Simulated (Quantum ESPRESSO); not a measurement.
# CuF2: which magnetic order is lowest, part 3 of 3

Aim: find out which collinear order of CuF2 costs least.

Quantum ESPRESSO 7.5; PBEsol with U = 6 eV on Cu d (ortho-atomic projectors); plane waves with GBRV 1.5 PBEsol potentials, no spin-orbit coupling.

So far, absolute magnetization (μB): step 2 (run 1 (ferro ++)) 2.11; step 3 (start 2: antiferro +−) 1.93; step 5 (the lowest state again, with its states saved) 1.93.

**6. Projections on atomic orbitals**

Level of this step: PBEsol with U = 6 eV on Cu d (ortho-atomic projectors); plane waves with GBRV 1.5 PBEsol potentials, no spin-orbit coupling, projections on orthogonalised atomic orbitals (Quantum ESPRESSO).

projwfc.x projects the saved states on orthogonalised atomic orbitals of the pseudopotential files.

The log of the run:

```text
[banner, memory and clock lines left out]
Program PROJWFC v.7.5 starts

     [... lines left out ...]
     IMPORTANT: XC functional enforced from input :
     Exchange-correlation= PBESOL
                           (   1   4  10   8   0   0   0)
     Any further DFT definition will be discarded
     Please, verify this is what you really want

     G-vector sticks info

     Gaussian broadening (read from input): ngauss,degauss=   0    0.010000

     Calling projwave ....

  Problem Sizes
  natomwfc =           42
  nbnd     =           48
  nkstot   =          136
  npwx     =         2003
  nkb      =           68

     Atomic states used for projection
     (read from pseudopotential files):

     state #   1: atom   1 (Cu1), wfc  1 (l=0 m= 1)
     state #   2: atom   1 (Cu1), wfc  2 (l=1 m= 1)
     state #   3: atom   1 (Cu1), wfc  2 (l=1 m= 2)
     state #   4: atom   1 (Cu1), wfc  2 (l=1 m= 3)
     state #   5: atom   1 (Cu1), wfc  3 (l=2 m= 1)
     state #   6: atom   1 (Cu1), wfc  3 (l=2 m= 2)
     state #   7: atom   1 (Cu1), wfc  3 (l=2 m= 3)
     state #   8: atom   1 (Cu1), wfc  3 (l=2 m= 4)
     state #   9: atom   1 (Cu1), wfc  3 (l=2 m= 5)
     state #  10: atom   1 (Cu1), wfc  4 (l=0 m= 1)
     state #  11: atom   1 (Cu1), wfc  5 (l=1 m= 1)
     state #  12: atom   1 (Cu1), wfc  5 (l=1 m= 2)
     state #  13: atom   1 (Cu1), wfc  5 (l=1 m= 3)
     state #  14: atom   2 (Cu2), wfc  1 (l=0 m= 1)
     state #  15: atom   2 (Cu2), wfc  2 (l=1 m= 1)
     state #  16: atom   2 (Cu2), wfc  2 (l=1 m= 2)
     state #  17: atom   2 (Cu2), wfc  2 (l=1 m= 3)
     state #  18: atom   2 (Cu2), wfc  3 (l=2 m= 1)
     state #  19: atom   2 (Cu2), wfc  3 (l=2 m= 2)
     state #  20: atom   2 (Cu2), wfc  3 (l=2 m= 3)
     state #  21: atom   2 (Cu2), wfc  3 (l=2 m= 4)
     state #  22: atom   2 (Cu2), wfc  3 (l=2 m= 5)
     state #  23: atom   2 (Cu2), wfc  4 (l=0 m= 1)
     state #  24: atom   2 (Cu2), wfc  5 (l=1 m= 1)
     state #  25: atom   2 (Cu2), wfc  5 (l=1 m= 2)
     state #  26: atom   2 (Cu2), wfc  5 (l=1 m= 3)
     state #  27: atom   3 (F  ), wfc  1 (l=0 m= 1)
     state #  28: atom   3 (F  ), wfc  2 (l=1 m= 1)
     state #  29: atom   3 (F  ), wfc  2 (l=1 m= 2)
     state #  30: atom   3 (F  ), wfc  2 (l=1 m= 3)
     state #  31: atom   4 (F  ), wfc  1 (l=0 m= 1)
     state #  32: atom   4 (F  ), wfc  2 (l=1 m= 1)
     state #  33: atom   4 (F  ), wfc  2 (l=1 m= 2)
     state #  34: atom   4 (F  ), wfc  2 (l=1 m= 3)
     state #  35: atom   5 (F  ), wfc  1 (l=0 m= 1)
     state #  36: atom   5 (F  ), wfc  2 (l=1 m= 1)
     state #  37: atom   5 (F  ), wfc  2 (l=1 m= 2)
     state #  38: atom   5 (F  ), wfc  2 (l=1 m= 3)
     state #  39: atom   6 (F  ), wfc  1 (l=0 m= 1)
     state #  40: atom   6 (F  ), wfc  2 (l=1 m= 1)
     state #  41: atom   6 (F  ), wfc  2 (l=1 m= 2)
     state #  42: atom   6 (F  ), wfc  2 (l=1 m= 3)

 [... projections of the bands left out ...]

Lowdin Charges:

     Atom #   1: total charge =  18.3830, s =  2.4152, p =  6.8484, d =  9.1193,
                 spin up      =   9.5920, s =  1.2057,
                 spin up      =   9.5920, p =  3.4222, pz=  1.1407, px=  1.1410, py=  1.1404,
                 spin up      =   9.5920, d =  4.9641, dz2=  0.9940, dxz=  0.9919, dyz=  0.9931, dx2-y2=  0.9930, dxy=  0.9922,
                 spin down    =   8.7910, s =  1.2095,
                 spin down    =   8.7910, p =  3.4263, pz=  1.1413, px=  1.1441, py=  1.1408,
                 spin down    =   8.7910, d =  4.1552, dz2=  0.9499, dxz=  0.8841, dyz=  0.5726, dx2-y2=  0.8669, dxy=  0.8816,
                 polarization =   0.8011, s = -0.0038, p = -0.0041, d =  0.8089,
     Atom #   2: total charge =  18.3830, s =  2.4152, p =  6.8484, d =  9.1193,
                 spin up      =   8.7910, s =  1.2095,
                 spin up      =   8.7910, p =  3.4263, pz=  1.1413, px=  1.1441, py=  1.1408,
                 spin up      =   8.7910, d =  4.1552, dz2=  0.9499, dxz=  0.8841, dyz=  0.5726, dx2-y2=  0.8669, dxy=  0.8816,
                 spin down    =   9.5920, s =  1.2057,
                 spin down    =   9.5920, p =  3.4222, pz=  1.1407, px=  1.1410, py=  1.1404,
                 spin down    =   9.5920, d =  4.9641, dz2=  0.9940, dxz=  0.9919, dyz=  0.9931, dx2-y2=  0.9930, dxy=  0.9922,
                 polarization =  -0.8011, s =  0.0038, p =  0.0041, d = -0.8089,
     Atom #   3: total charge =   7.2696, s =  1.7965, p =  5.4731, d =  0.0000,
                 spin up      =   3.6347, s =  0.8985,
                 spin up      =   3.6347, p =  2.7362, pz=  0.9214, px=  0.8927, py=  0.9221,
                 spin up      =   3.6347, d =  0.0000, dz2=  0.0000, dxz=  0.0000, dyz=  0.0000, dx2-y2=  0.0000, dxy=  0.0000,
                 spin down    =   3.6349, s =  0.8980,
                 spin down    =   3.6349, p =  2.7369, pz=  0.9094, px=  0.9172, py=  0.9102,
                 spin down    =   3.6349, d =  0.0000, dz2=  0.0000, dxz=  0.0000, dyz=  0.0000, dx2-y2=  0.0000, dxy=  0.0000,
                 polarization =  -0.0002, s =  0.0004, p = -0.0006, d =  0.0000,
     Atom #   4: total charge =   7.2696, s =  1.7965, p =  5.4731, d =  0.0000,
                 spin up      =   3.6349, s =  0.8980,
                 spin up      =   3.6349, p =  2.7369, pz=  0.9094, px=  0.9172, py=  0.9102,
                 spin up      =   3.6349, d =  0.0000, dz2=  0.0000, dxz=  0.0000, dyz=  0.0000, dx2-y2=  0.0000, dxy=  0.0000,
                 spin down    =   3.6347, s =  0.8985,
                 spin down    =   3.6347, p =  2.7362, pz=  0.9214, px=  0.8927, py=  0.9221,
                 spin down    =   3.6347, d =  0.0000, dz2=  0.0000, dxz=  0.0000, dyz=  0.0000, dx2-y2=  0.0000, dxy=  0.0000,
                 polarization =   0.0002, s = -0.0004, p =  0.0006, d =  0.0000,
     Atom #   5: total charge =   7.2696, s =  1.7965, p =  5.4731, d =  0.0000,
                 spin up      =   3.6347, s =  0.8985,
                 spin up      =   3.6347, p =  2.7362, pz=  0.9214, px=  0.8927, py=  0.9221,
                 spin up      =   3.6347, d =  0.0000, dz2=  0.0000, dxz=  0.0000, dyz=  0.0000, dx2-y2=  0.0000, dxy=  0.0000,
                 spin down    =   3.6349, s =  0.8980,
                 spin down    =   3.6349, p =  2.7369, pz=  0.9094, px=  0.9172, py=  0.9102,
                 spin down    =   3.6349, d =  0.0000, dz2=  0.0000, dxz=  0.0000, dyz=  0.0000, dx2-y2=  0.0000, dxy=  0.0000,
                 polarization =  -0.0002, s =  0.0004, p = -0.0006, d =  0.0000,
     Atom #   6: total charge =   7.2696, s =  1.7965, p =  5.4731, d =  0.0000,
                 spin up      =   3.6349, s =  0.8980,
                 spin up      =   3.6349, p =  2.7369, pz=  0.9094, px=  0.9172, py=  0.9102,
                 spin up      =   3.6349, d =  0.0000, dz2=  0.0000, dxz=  0.0000, dyz=  0.0000, dx2-y2=  0.0000, dxy=  0.0000,
                 spin down    =   3.6347, s =  0.8985,
                 spin down    =   3.6347, p =  2.7362, pz=  0.9214, px=  0.8927, py=  0.9221,
                 spin down    =   3.6347, d =  0.0000, dz2=  0.0000, dxz=  0.0000, dyz=  0.0000, dx2-y2=  0.0000, dxy=  0.0000,
                 polarization =   0.0002, s = -0.0004, p =  0.0006, d =  0.0000,
     Spilling Parameter:   0.0024
```

Run time: 2.9 s. Hardware: 4 MPI ranks of Arm Neoverse V1, shared host; peak memory 0.32 GiB.

```
atom  moment in the sphere (μB)  Löwdin moment (μB)  Löwdin charge (e)
 Cu1                      0.803               0.801             18.383
 Cu2                     -0.803              -0.801             18.383
  F3                      0.001               0.000              7.270
  F4                     -0.001               0.000              7.270
  F5                      0.001               0.000              7.270
  F6                     -0.001               0.000              7.270
```

**7. Occupations of the corrected shells in the lowest state**

Occupations of the Hubbard shells:

```
block  type  shell  spin  electrons             occupation numbers
    1   Cu1     3d    up      4.964  0.989 0.992 0.993 0.995 0.995
    1   Cu1     3d  down      4.155  0.193 0.986 0.991 0.992 0.993
    2   Cu2     3d    up      4.155  0.193 0.986 0.991 0.992 0.993
    2   Cu2     3d  down      4.964  0.989 0.992 0.993 0.995 0.995
```

**8. Summary of results**

* lowest state found: antiferromagnetic (from antiferro +-)
* largest site moment: 0.803 μB
* next state with moments: ferromagnetic, 20.9 meV a seeded atom higher

In words: The largest moment reads 0.80 μB in the sphere and 0.80 μB by Löwdin projection; a site moment hangs on how space is shared out. This is the lowest of 2 collinear or spinless starts, no proof of the ground state.

[Logs and program files are shortened in this print: banners, set-up blocks, solver, clock and traceback lines can be left out without a mark of their own.]

[Logs are printed without paths, hosts, clocks, repeated set-up lines and the standing remarks that a program may print on its own settings, such as how far it seeks lower states.]

[Hosts, paths, dates, database ids (printed as entryN), source tags and the programs' standing remarks are cut or masked in the printed files.]

[Where a cell is said to come from a database of computed structures, the database is the Materials Project.]
